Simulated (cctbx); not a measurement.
**Interatomic vectors of NaMnBr3**

Space group Pm-3m (no. 221), a = 5.0420 Å, b = 5.0420 Å, c = 5.0420 Å, α = 90.00°, β = 90.00°, γ = 90.00°, content Br3 Mn1 Na1.

Simulated single-crystal data (cctbx): synchrotron X-rays, λ = 0.4959 Å, to d = 0.77 Å, 80 % of the full sphere, strongest reflection 20000 counts, noise from counting, a 3 % proportional error and a noise floor of 4 counts (s.d.); no absorption.

Patterson synthesis, origin scaled to 1000:

```text
Patterson group P m -3 m
      u       v       w   height  length (A)
  0.000   0.000   0.000   1000.0     0.00
  0.000   0.500   0.500    718.2     3.57
  0.000   0.000   0.500    333.4     2.52
  0.500   0.500   0.500     77.2     4.37
  0.000   0.000   0.235     21.0     1.19
  0.066   0.155   0.155     17.7     1.15
  0.000   0.261   0.500     14.1     2.84
  0.153   0.153   0.500     12.8     2.75
  0.233   0.500   0.500     10.8     3.75
  0.100   0.359   0.359     10.4     2.61
  0.243   0.243   0.243      9.4     2.12
  0.000   0.152   0.354      8.2     1.94
  0.154   0.339   0.443      8.1     2.92
  0.249   0.249   0.391      7.7     2.66
```

Q: Assign the vectors.

A peak at u stands for all pairs with xi − xj = u, with weight Σ ZiZj against Σ Z² = 4421 at the origin. Peak heights follow these weights only roughly, since form factors, motion and series ripples differ, all vectors within 0.55 Å of a peak are counted as merged into it though the farther ones add only part of their weight, and F(000) is left out, which lowers the whole map:

| u | v | w | shortest length (Å) | height | 1000 ΣZiZj/ΣZ² | pairs in the cell |
| --- | --- | --- | --- | --- | --- | --- |
| 0.000 | 0.500 | 0.500 | 3.57 | 718 | 728 | 2 × Br–Br, 2 × Br–Na |
| 0.000 | 0.000 | 0.500 | 2.52 | 333 | 396 | 2 × Br–Mn |
| 0.500 | 0.500 | 0.500 | 4.37 | 77 | 124 | 2 × Mn–Na |

The table stops at ten peaks or at a height of 45, below which ripples compete. In the model behind the data Br, the heaviest element, has 1 independent site: (0, 1/2, 1/2), up to an allowed shift of origin; the Br–Br vectors are differences of these positions and their symmetry mates. The whole model:

```csv
atom,mult.,x,y,z,Ueq (Å²)
Br1,3,0,1/2,1/2,0.0063
Mn1,1,1/2,1/2,1/2,0.0126
Na1,1,0,0,0,0.0070
```

The model was made for the exercise: a known structure type with other elements put in, its volume estimated, not relaxed; displacement parameters are assumed.

[Logs are printed without paths, hosts, clocks, repeated set-up lines and the standing remarks that a program may print on its own settings, such as how far it seeks lower states.]
